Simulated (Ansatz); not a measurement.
## CoBiS3: relaxing a made-up structure

Starting from a made-up structure for CoBiS3, the aim is the relaxed cell, its shortest contacts and, where a second run follows, its electronic structure.

Method: DFT, PBE, plane-wave PAW, files of the set soft_1, scalar-relativistic, ferromagnetic start, cell and ions relaxed at zero pressure; PAW set soft_1, in the first sound run; inputs show where later runs differ, in Ansatz 0.2.0.

## (1) The starting structure

The structure is trigonal, space group R-3m (No. 166). Conventional cell: a = 6.566 Å, b = 6.566 Å, c = 8.143 Å, α = 90.00°, β = 90.00°, γ = 120.00°. Nearest to Bi lie 12 S at 3.28 to 3.31 Å. Nearest to Co lie 6 S at 2.33 Å. Nearest to S lie 2 Co at 2.33 Å and 4 Bi at 3.28 to 3.31 Å. Farther neighbours and most contacts between anions are not listed.

## (2) Relaxation of the guess

The guess takes its coordinates from another compound and its volume from a rule, so the cell and any free coordinates are relaxed together.

input.yaml

```yaml
crystal:
  lattice:
    - [3.283, 1.895440934, 2.714333333]
    - [-3.283, 1.895440934, 2.714333333]
    - [0.0, -3.790881867, 2.714333333]
  atoms:
    - { symbol: Bi, position: [0.0, 0.0, 0.0] }
    - { symbol: Co, position: [0.5, 0.5, 0.5], spin: 2.0 }
    - { symbol: S, position: [0.5, 0.5, 0.0] }
    - { symbol: S, position: [0.5, 0.0, 0.5] }
    - { symbol: S, position: [0.0, 0.5, 0.5] }
magnetization:
  spin_polarized: true
kpoints:
  mp_grid: { grid: [6, 6, 6] }
scf:
  occupations: { method: fermi_dirac, width: 0.05 }
hamiltonian:
  xc: pbe
  pseudopotentials: { kind: paw, azcp: { folder: soft_1 } }
relax:
  f_tol: 0.015
  max_steps: 70
  cell: {}
output:
  forces: true
  stress: true
```

Launch:

```console
> ansatz run input.yaml --threads 4 --pin off --max-ram 8192MiB --backend cpu --events-out ev --progress --plain --runs-dir out
```

Numbers of over 12 decimals in the logs are rounded to 6 here.

What it wrote:

```text
Engine: ansatz 0.2.0, aarch64-unknown-linux-gnu
Pseudopotentials: kind: paw
Pseudopotential: Bi, paw, valence charge 15, recommended cutoff 420 eV (normal), soft_1/Bi.paw.azcp
Pseudopotential: Co, paw, valence charge 17, recommended cutoff 420 eV (normal), soft_1/Co.paw.azcp
Pseudopotential: S, paw, valence charge 6, recommended cutoff 420 eV (normal), soft_1/S.paw.azcp
Functional definition: PBE
  parameter kappa = 0.804
  parameter beta = 0.066725
  exchange = pbe_x(kappa = kappa, mu = beta*pi^2/3)
  correlation = pbe_c(beta = beta)
Crystal: 5 atoms, lattice volume = 101.343 Å³
Basis set: ecut = 420 eV, 1959 PW (Γ), exchange–correlation on 64×64×64 points (8 copies of the dense FFT grid, shifted against one another)
Bands: 32, of which v1, the nominal top of the filled ones, is band 25 counted from 1 (24 counted from 0)
Symmetry: 12 space group operations
Space group: R-3m (ITA 166), of the structure as read, at distance tolerance 4.7e-5 Å
Magnetic group: BNS 166.97 (UNI 1327), of the structure as read, at distance tolerance 4.7e-5 Å
k-points: 32 of 216
Non-local potential: Bi, projectors of the file, l = 0: 2, l = 1: 2, l = 2: 2, l = 3: 1
Non-local potential: Co, projectors of the file, l = 0: 3, l = 1: 2, l = 2: 3, l = 3: 1
Non-local potential: S, projectors of the file, l = 0: 2, l = 1: 2, l = 2: 1
PAW form: soft (Blöchl's): semilocal exchange-correlation on the pseudo side does not see the compensation charge
PAW one-centre angular grid: Bi, 590 points (default); XC on 64 Gauss nodes
PAW one-centre angular grid: Co, 590 points (default); XC on 64 Gauss nodes
PAW one-centre angular grid: S, 110 points (default); XC on 64 Gauss nodes
Initial density: superposition of atomic densities (chi_scale 0.1, normalization cell, long waves kept (reshape's long-wave potential 0.02 eV rms))
Starting moments: Σ|m| = 2 μB on 1 of 5 sites
Initial wavefunctions: pseudopotential atomic-orbital guess
Functional: x = pbe(κ = 0.804, μ = 0.219515), c = pbe(β = 0.066725)
SCF iter   1: F=—  HF=-20231.862913 eV  |F-HF|=—  |Δ(HF+E_count)|=         —  Δρ=3.86e-2 (↑3.86e-2 ↓3.46e-2)  dr2=1.16e1  dr2_m=2.44e-2  M=2.354 μB ∫|m|=2.354 μB  β_m=0.30  ethr=3.10e-3  ⟨swp⟩=7.4  Hψ=9887  notcnv=0  defer=16
Mixer restart at iter 1: flushing history
preconditioner: auto → Kerker (q_TF=auto, 2.425 Å⁻¹)  [metal: Δε(μ)=0.018 eV  Ē_g=11.872 eV  σ=0.050 eV  W_gap=0.09  n_scr=26 (ndim 8)  ℏωp=23.9 eV  f_vac=0.000  D(μ)=7.49/eV (n_scr^D=80)]
spin=Collinear: Kerker preconditioning applied to the charge; magnetization (m = ρ↑ − ρ↓) channel mixes plain (no charge-response kernel on spin).
SCF iter   2: F=—  HF=-20231.935307 eV  |F-HF|=—  |Δ(HF+E_count)|=   7.24e-2  Δρ=2.18e-2 (↑2.13e-2 ↓2.18e-2)  dr2=6.46e0  dr2_m=1.65e-2  M=2.340 μB ∫|m|=2.340 μB  β_m=0.54  ethr=3.10e-3  ⟨swp⟩=2.7  Hψ=3703  notcnv=0  defer=82
SCF iter   3: F=—  HF=-20231.135130 eV  |F-HF|=—  |Δ(HF+E_count)|=   8.00e-1  Δρ=3.65e-2 (↑1.40e-2 ↓3.65e-2)  dr2=3.67e0  dr2_m=1.32e-1  M=2.064 μB ∫|m|=2.101 μB  β_m=0.48  ethr=3.10e-3  ⟨swp⟩=3.3  Hψ=4112  notcnv=0  defer=83
SCF iter   4: F=—  HF=-20230.741474 eV  |F-HF|=—  |Δ(HF+E_count)|=   3.94e-1  Δρ=1.99e-2 (↑1.99e-2 ↓8.71e-3)  dr2=3.74e-1  dr2_m=9.91e-2  M=1.892 μB ∫|m|=2.095 μB  β_m=0.74  ethr=3.10e-3  ⟨swp⟩=3.3  Hψ=4093  notcnv=0  defer=68
SCF iter   5: F=—  HF=-20230.921746 eV  |F-HF|=—  |Δ(HF+E_count)|=   1.80e-1  Δρ=6.10e-3 (↑5.79e-3 ↓6.10e-3)  dr2=2.85e-1  dr2_m=1.46e-2  M=1.800 μB ∫|m|=2.012 μB  β_m=0.87  ethr=7.49e-4  ⟨swp⟩=3.8  Hψ=4566  notcnv=0  defer=46
SCF iter   6: F=—  HF=-20230.925213 eV  |F-HF|=—  |Δ(HF+E_count)|=         —  Δρ=1.61e-2 (↑1.61e-2 ↓3.72e-3)  dr2=3.70e-1  dr2_m=4.31e-2  M=1.288 μB ∫|m|=1.685 μB  β_m=0.87  ethr=5.70e-4  ⟨swp⟩=3.3  Hψ=3644  notcnv=0  defer=44
Mixer restart at iter 6: flushing history
SCF iter   7: F=—  HF=-20231.020786 eV  |F-HF|=—  |Δ(HF+E_count)|=   9.56e-2  Δρ=3.68e-2 (↑7.69e-3 ↓3.68e-2)  dr2=1.24e0  dr2_m=2.22e-1  M=0.954 μB ∫|m|=1.312 μB  β_m=0.39  ethr=5.70e-4  ⟨swp⟩=3.1  Hψ=4795  notcnv=0  defer=50  recentre
SCF iter   8: F=—  HF=-20230.918140 eV  |F-HF|=—  |Δ(HF+E_count)|=   1.03e-1  Δρ=1.43e-2 (↑1.43e-2 ↓2.04e-3)  dr2=1.98e-1  dr2_m=5.05e-2  M=1.147 μB ∫|m|=1.541 μB  β_m=0.08  ethr=5.70e-4  ⟨swp⟩=3.1  Hψ=4677  notcnv=0  defer=45
SCF iter   9: F=—  HF=-20230.900487 eV  |F-HF|=—  |Δ(HF+E_count)|=   1.77e-2  Δρ=9.29e-3 (↑9.29e-3 ↓8.86e-3)  dr2=1.30e-2  dr2_m=7.57e-2  M=1.044 μB ∫|m|=1.421 μB  β_m=0.27  ethr=3.95e-4  ⟨swp⟩=2.1  Hψ=3194  notcnv=0  defer=49
SCF iter  10: F=—  HF=-20230.910255 eV  |F-HF|=—  |Δ(HF+E_count)|=   9.77e-3  Δρ=6.75e-3 (↑6.75e-3 ↓3.63e-3)  dr2=2.03e-2  dr2_m=2.41e-2  M=0.836 μB ∫|m|=1.160 μB  β_m=0.76  ethr=2.61e-5  ⟨swp⟩=2.3  Hψ=3692  notcnv=0  defer=49
SCF iter  11: F=—  HF=-20230.914298 eV  |F-HF|=—  |Δ(HF+E_count)|=   4.04e-3  Δρ=1.49e-2 (↑1.10e-2 ↓1.49e-2)  dr2=1.54e-2  dr2_m=1.54e-1  M=0.750 μB ∫|m|=0.950 μB  β_m=0.72  ethr=2.61e-5  ⟨swp⟩=2.6  Hψ=4340  notcnv=0  defer=50  recentre
SCF iter  12: F=—  HF=-20230.912265 eV  |F-HF|=—  |Δ(HF+E_count)|=   2.03e-3  Δρ=2.61e-3 (↑2.61e-3 ↓1.81e-3)  dr2=1.80e-3  dr2_m=4.33e-3  M=0.800 μB ∫|m|=1.085 μB  β_m=0.86  ethr=2.61e-5  ⟨swp⟩=2.4  Hψ=4377  notcnv=0  defer=50
SCF iter  13: F=—  HF=-20230.912783 eV  |F-HF|=—  |Δ(HF+E_count)|=   5.18e-4  Δρ=2.14e-3 (↑1.85e-3 ↓2.14e-3)  dr2=9.21e-5  dr2_m=3.68e-3  M=0.794 μB ∫|m|=1.071 μB  β_m=0.93  ethr=3.60e-6  ⟨swp⟩=2.0  Hψ=2750  notcnv=0  defer=50
SCF iter  14: F=—  HF=-20230.912786 eV  |F-HF|=—  |Δ(HF+E_count)|=   2.22e-6  Δρ=3.97e-4 (↑3.38e-4 ↓3.97e-4)  dr2=3.82e-6  dr2_m=1.24e-4  M=0.788 μB ∫|m|=1.054 μB  β_m=0.96  ethr=1.84e-7  ⟨swp⟩=2.6  Hψ=3858  notcnv=0  defer=50
SCF iter  15: F=—  HF=-20230.912785 eV  |F-HF|=—  |Δ(HF+E_count)|=   8.22e-7  Δρ=8.92e-5 (↑8.92e-5 ↓8.52e-5)  dr2=2.67e-7  dr2_m=6.91e-6  M=0.788 μB ∫|m|=1.052 μB  β_m=0.98  ethr=7.64e-9  ⟨swp⟩=2.7  Hψ=3829  notcnv=0  defer=50
SCF iter  16: F=—  HF=-20230.912846 eV  |F-HF|=—  |Δ(HF+E_count)|=   6.15e-5  Δρ=2.89e-5 (↑1.57e-5 ↓2.89e-5)  dr2=2.12e-7  dr2_m=4.52e-7  M=0.788 μB ∫|m|=1.051 μB  β_m=0.95  ethr=5.35e-10  ⟨swp⟩=3.0  Hψ=4151  notcnv=0  defer=50
SCF iter  17: F=—  HF=-20230.912846 eV  |F-HF|=—  |Δ(HF+E_count)|=  5.28e-10  Δρ=4.44e-6 (↑2.35e-6 ↓4.44e-6)  dr2=5.64e-9  dr2_m=1.00e-8  M=0.788 μB ∫|m|=1.051 μB  β_m=0.98  ethr=4.24e-10  ⟨swp⟩=2.2  Hψ=2955  notcnv=0  defer=50
SCF iter  18: F=-20230.912846 eV  HF=-20230.912846 eV  |F-HF|=9.09e-10  |Δ(HF+E_count)|=   1.62e-9  Δρ=8.16e-7 (↑8.16e-7 ↓4.43e-7)  dr2=1.02e-9  dr2_m=1.85e-10  M=0.788 μB ∫|m|=1.051 μB  ethr=1.13e-11  ⟨swp⟩=1.8  Hψ=6202  notcnv=0
[...]
relax step   3: F+E_penalty+E_count = -20231.12761373 eV  Δ(F+E_penalty+E_count) = -1.062e-2 eV  max|allowed force component| = 5.680e-30 eV/Å  Δτ_max = 0.0000 Å  P = +0.349 GPa  Ω = 91.995 Å³  energy of the carried Pulay correction = +2.019e-3 eV  (10 SCF iters, dr2 threshold 5.00e-7 eV, accepted)
[...]
relax step   4: F+E_penalty+E_count = -20231.12795363 eV  Δ(F+E_penalty+E_count) = -3.399e-4 eV  max|allowed force component| = 1.328e-29 eV/Å  Δτ_max = 0.0000 Å  P = +0.000 GPa  Ω = 92.341 Å³  energy of the carried Pulay correction = +1.941e-3 eV  (10 SCF iters, dr2 threshold 3.82e-7 eV, accepted)
[...]
relax step   5: F+E_penalty+E_count = -20231.12797769 eV  Δ(F+E_penalty+E_count) = -2.406e-5 eV  max|allowed force component| = 1.215e-29 eV/Å  Δτ_max = 0.0000 Å  P = +0.000 GPa  Ω = 92.341 Å³  energy of the carried Pulay correction = +1.941e-3 eV  (6 SCF iters, dr2 threshold 6.71e-9 eV, accepted)
Initial wavefunctions: pseudopotential atomic-orbital guess (no wavefunctions were taken with the density)
iter 1 solved again at ethr=4.07e-7 eV; its pass at ethr=3.10e-3 eV (dr2=2.04e-4 eV) is discarded
SCF iter   1: F=—  HF=-20231.126002 eV  |F-HF|=—  |Δ(HF+E_count)|=         —  Δρ=2.23e-4 (↑6.77e-5 ↓2.23e-4)  dr2=6.27e-5  dr2_m=6.67e-6  M=0.710 μB ∫|m|=0.890 μB  β_m=0.65  ethr=4.07e-7  ⟨swp⟩=3.8  Hψ=15605  notcnv=0
preconditioner: auto → Kerker (q_TF=auto, 2.183 Å⁻¹)  [metal: Δε(μ)=0.009 eV  Ē_g=12.687 eV  σ=0.050 eV  W_gap=0.05  n_scr=18 (ndim 8)  ℏωp=25.0 eV  f_vac=0.000  D(μ)=4.64/eV (n_scr^D=32)]
spin=Collinear: Kerker preconditioning applied to the charge; magnetization (m = ρ↑ − ρ↓) channel mixes plain (no charge-response kernel on spin).
SCF iter   2: F=—  HF=-20231.125982 eV  |F-HF|=—  |Δ(HF+E_count)|=   2.01e-5  Δρ=7.26e-5 (↑7.26e-5 ↓3.76e-5)  dr2=2.05e-6  dr2_m=1.50e-6  M=0.710 μB ∫|m|=0.891 μB  β_m=0.54  ethr=1.25e-7  ⟨swp⟩=2.0  Hψ=2776  notcnv=0
SCF iter   3: F=—  HF=-20231.125986 eV  |F-HF|=—  |Δ(HF+E_count)|=   3.82e-6  Δρ=3.00e-5 (↑2.42e-5 ↓3.00e-5)  dr2=2.16e-6  dr2_m=1.06e-8  M=0.709 μB ∫|m|=0.890 μB  β_m=0.52  ethr=4.10e-9  ⟨swp⟩=2.5  Hψ=3773  notcnv=0
SCF iter   4: F=—  HF=-20231.125986 eV  |F-HF|=—  |Δ(HF+E_count)|=   3.28e-7  Δρ=3.48e-5 (↑9.99e-6 ↓3.48e-5)  dr2=1.18e-6  dr2_m=1.52e-7  M=0.709 μB ∫|m|=0.890 μB  β_m=0.76  ethr=4.10e-9  ⟨swp⟩=2.0  Hψ=2773  notcnv=0
SCF iter   5: F=—  HF=-20231.125991 eV  |F-HF|=—  |Δ(HF+E_count)|=   4.27e-6  Δρ=5.36e-5 (↑8.47e-6 ↓5.36e-5)  dr2=3.20e-6  dr2_m=4.58e-7  M=0.709 μB ∫|m|=0.890 μB  β_m=0.69  ethr=2.36e-9  ⟨swp⟩=2.0  Hψ=2391  notcnv=0  recentre
SCF iter   6: F=—  HF=-20231.125994 eV  |F-HF|=—  |Δ(HF+E_count)|=   3.69e-6  Δρ=1.75e-5 (↑4.10e-6 ↓1.75e-5)  dr2=3.10e-7  dr2_m=4.63e-8  M=0.708 μB ∫|m|=0.889 μB  β_m=0.77  ethr=2.36e-9  ⟨swp⟩=2.8  Hψ=3847  notcnv=0
SCF iter   7: F=—  HF=-20231.125997 eV  |F-HF|=—  |Δ(HF+E_count)|=   2.19e-6  Δρ=6.50e-6 (↑7.41e-7 ↓6.50e-6)  dr2=4.23e-8  dr2_m=8.90e-9  M=0.708 μB ∫|m|=0.888 μB  β_m=0.88  ethr=6.21e-10  ⟨swp⟩=2.9  Hψ=4087  notcnv=0
SCF iter   8: F=—  HF=-20231.125997 eV  |F-HF|=—  |Δ(HF+E_count)|=   9.88e-8  Δρ=1.65e-6 (↑9.13e-7 ↓1.65e-6)  dr2=8.61e-10  dr2_m=1.32e-9  M=0.708 μB ∫|m|=0.888 μB  β_m=0.89  ethr=8.46e-11  ⟨swp⟩=3.0  Hψ=4080  notcnv=0
SCF iter   9: F=—  HF=-20231.125997 eV  |F-HF|=—  |Δ(HF+E_count)|=   2.84e-9  Δρ=2.86e-6 (↑7.62e-7 ↓2.86e-6)  dr2=1.17e-8  dr2_m=9.90e-10  M=0.708 μB ∫|m|=0.888 μB  β_m=0.89  ethr=1.72e-12  ⟨swp⟩=3.8  Hψ=4855  notcnv=0
SCF iter  10: F=—  HF=-20231.125997 eV  |F-HF|=—  |Δ(HF+E_count)|=   9.88e-9  Δρ=1.42e-6 (↑1.96e-7 ↓1.42e-6)  dr2=2.27e-9  dr2_m=3.53e-10  M=0.708 μB ∫|m|=0.888 μB  β_m=0.72  ethr=1.72e-12  ⟨swp⟩=3.0  Hψ=4287  notcnv=0
SCF iter  11: F=—  HF=-20231.125997 eV  |F-HF|=—  |Δ(HF+E_count)|=   2.54e-9  Δρ=1.34e-7 (↑1.34e-7 ↓7.97e-8)  dr2=4.08e-12  dr2_m=9.28e-12  M=0.708 μB ∫|m|=0.888 μB  β_m=0.75  ethr=1.72e-12  ⟨swp⟩=3.0  Hψ=4081  notcnv=0
SCF iter  12: F=—  HF=-20231.125997 eV  |F-HF|=—  |Δ(HF+E_count)|=  3.64e-12  Δρ=2.73e-8 (↑2.00e-8 ↓2.73e-8)  dr2=2.07e-12  dr2_m=1.81e-14  M=0.708 μB ∫|m|=0.888 μB  β_m=0.87  ethr=1.00e-12  ⟨swp⟩=1.0  Hψ=2048  notcnv=0
SCF iter  13: F=—  HF=-20231.125997 eV  |F-HF|=—  |Δ(HF+E_count)|=  7.28e-12  Δρ=1.34e-8 (↑5.18e-9 ↓1.34e-8)  dr2=3.94e-13  dr2_m=4.37e-14  M=0.708 μB ∫|m|=0.888 μB  β_m=0.94  ethr=1.00e-12  ⟨swp⟩=1.0  Hψ=2048  notcnv=0
SCF iter  14: F=-20231.125997 eV  HF=-20231.125997 eV  |F-HF|=1.82e-11  |Δ(HF+E_count)|=    0.00e0  Δρ=8.63e-8 (↑2.90e-8 ↓8.63e-8)  dr2=1.21e-11  dr2_m=7.24e-13  M=0.708 μB ∫|m|=0.888 μB  ethr=1.00e-12  ⟨swp⟩=3.0  Hψ=5599  notcnv=0
SCF 6 converged in 14 iterations: F = -20231.125997 eV  dr2 = 1.21e-11
relax step   6: F+E_penalty+E_count = -20231.12599672 eV  Δ(F+E_penalty+E_count) = +1.981e-3 eV  max|allowed force component| = 9.992e-30 eV/Å  Δτ_max = 0.0000 Å  P = +0.000 GPa  Ω = 92.341 Å³  stress off target by 1.87e-2 GPa  SCF on the basis re-selected at this cell (its energy is not comparable with the rows above)  (14 SCF iters)
basis re-selected at this cell: Δ(F+E_penalty+E_count) = +1.981e-3 eV, ΔP = +0.000 GPa vs the last step (what re-selecting the basis moved, of the pressure what is left beyond the Pulay correction that the steps carried, after the strain that the cell walked since its last selection, with what the two solves' SCF thresholds leave and, on support functions, any second-order correction that the steps lacked; it is no m [...]
SCF converged after 14 iterations
Magnetization: 0.7077 μB (25.3538 up, 24.6462 down)
Absolute magnetization: 0.8888 μB (∫|ρ↑−ρ↓|, with the PAW one-centre terms)
Spin contamination: 0.0253 ħ² per cell (⟨S²⟩ above its minimum at these occupations)
Per-site moments (μB) at R_I (Å): [(-0.046723, 1.318089), (0.488825, 0.932236), (0.062042, 0.932236), (0.062042, 0.932236), (0.062042, 0.932236)]
Free energy (F): -20231.125997 eV
Harris-Foulkes:  -20231.125997 eV  (|F-HF|=1.82e-11)
Internal energy: -20231.087302 eV  (E = F + TS)
E sigma→0 (E₀):  -20231.106649 eV
Entropy (-TS):   -0.038695 eV (-7.739 meV/atom)
Fermi energy:    10.337316 eV
--- Per-component energies (eV) ---
  E_band       = -413.491951
  E_kinetic    = 860.014087
  E_local      = -5579.725399  (includes V_loc(G=0)·N_el)
  E_nonlocal   = 951.197301
  E_hartree    = 2366.577713
  E_xc         = -509.661105
  E_vxc        = -496.719346  (∫ρ·V_xc dr)
  E_paw        = -14061.839652  (= ΣΔE_a)
  E_vpaw       = -881.413909  (= ΣTr[D̂ρ^β])
  E_aug_tail   = 0.000180  (compensation charges beyond the density's cutoff)
  E_ewald      = -4257.650427
  E_smearing   = -0.038695  (= −TS)
  E_closure    = 0.000000  (closes the sum)
  Σ components = -20231.125997   (vs F -20231.125997, Δ=0.00e0)
--- Forces (eV/Å), atoms counted from 1 ---
  atom   1  Bi    -0.00000000     0.00000000     0.00000000
  atom   2  Co    -0.00000000     0.00000000     0.00000000
  atom   3  S      0.00000000    -0.00000000     0.00000000
  atom   4  S      0.00000000     0.00000000    -0.00000000
  atom   5  S     -0.00000000     0.00000000    -0.00000000
  max |Σ_I F_I| component: 1.15e-29 eV/Å
--- Stress (GPa, compression-positive) ---
        0.009764      -0.000000       0.000000
        0.000000       0.009764      -0.000000
        0.000000      -0.000000      -0.018698
  P = ⅓ Tr σ = 0.0003 GPa (0.003 kbar)
--- Relaxed structure (5 steps of the walk, 5 accepted, 1 SCFs on fresh bases) ---
  F+E_penalty+E_count = -20231.12599672 eV   max|allowed force component| = 9.992e-30 eV/Å   (the final SCF, on the basis selected at the relaxed cell)
  cell:  # Å, volume = 92.3412 Å³
    - [3.195367, 1.844846, 2.610738]
    - [-3.195367, 1.844846, 2.610738]
    - [-6.515119887244566e-18, -3.689692, 2.610738]
  atoms:
    - { symbol: Bi, position: [0, 0, 0] }
    - { symbol: Co, position: [0.5, 0.5, 0.500000] }
    - { symbol: S, position: [0.5, 0.5, 0.0] }
    - { symbol: S, position: [0.500000, -5.551115123125783e-17, 0.5] }
    - { symbol: S, position: [-5.551115123125783e-17, 0.500000, 0.5] }
```

The job ended after 21 s (4 threads of Arm Neoverse V2, shared host; peak memory 0.52 GiB).

Relaxation path:

```csv
step,energy less that of the first step (eV),largest force component (eV/Å),pressure (GPa),volume (Å³)
1,0.0000,0.0000,-6.92,101.34
2,-0.2041,0.0000,-1.73,94.17
3,-0.2148,0.0000,0.35,91.99
4,-0.2151,0.0000,0.00,92.34
5,-0.2151,0.0000,0.00,92.34
6*,-0.2132,0.0000,0.00,92.34
```

Relaxation steps marked * repeat the geometry before them on a plane-wave basis chosen anew for their cell, so energy and pressure can jump there.

Forces are held to the 12 operations that the run works with; a distortion that breaks them can't arise in this run.

```csv
cell as run,before,after,change
a (Å),4.662,4.520,-3.1 %
b (Å),4.662,4.520,-3.1 %
c (Å),4.662,4.520,-3.1 %
α (°),89.52,89.97,+0.5 %
β (°),89.52,89.97,+0.5 %
γ (°),89.52,89.97,+0.5 %
volume (Å³/atom),20.27,18.47,-8.9 %
```

This step gave:

```yaml
free_energy: -20231.1260 eV
energy_at_zero_smearing: -20231.1066 eV
smearing_term_ts: 0.03870 eV
fermi_energy: 10.34 eV
magnetization: 0.7077 μB
absolute_magnetization: 0.8888 μB
site_moments: -0.04672, 0.4888, 0.06204, 0.06204, 0.06204 μB
electrons: 50
symmetry_operations: 12
pressure: 2.76e-4 GPa
```

Site moment by atom:

```csv
atom,site moment (μB)
Bi1,-0.047
Co2,0.489
S3,0.062
S4,0.062
S5,0.062
```

Shortest distances by pair of elements, guess and relaxed (not always the same contact):

```csv
pair,guess (Å),relaxed (Å)
Co–S,2.331,2.260
Bi–S,3.283,3.195
S–S,3.283,3.195
Bi–Co,4.026,3.914
Bi–Bi,4.662,4.520
```

The relaxation ends with a pressure of 0.00 GPa.

(Continued in part 2 of 2.)

[Logs are printed without paths, hosts, clocks, repeated set-up lines and the standing remarks that a program may print on its own settings, such as how far it seeks lower states.]

[Hosts, paths, dates, database ids (printed as entryN), source tags and the programs' standing remarks are cut or masked in the printed files.]
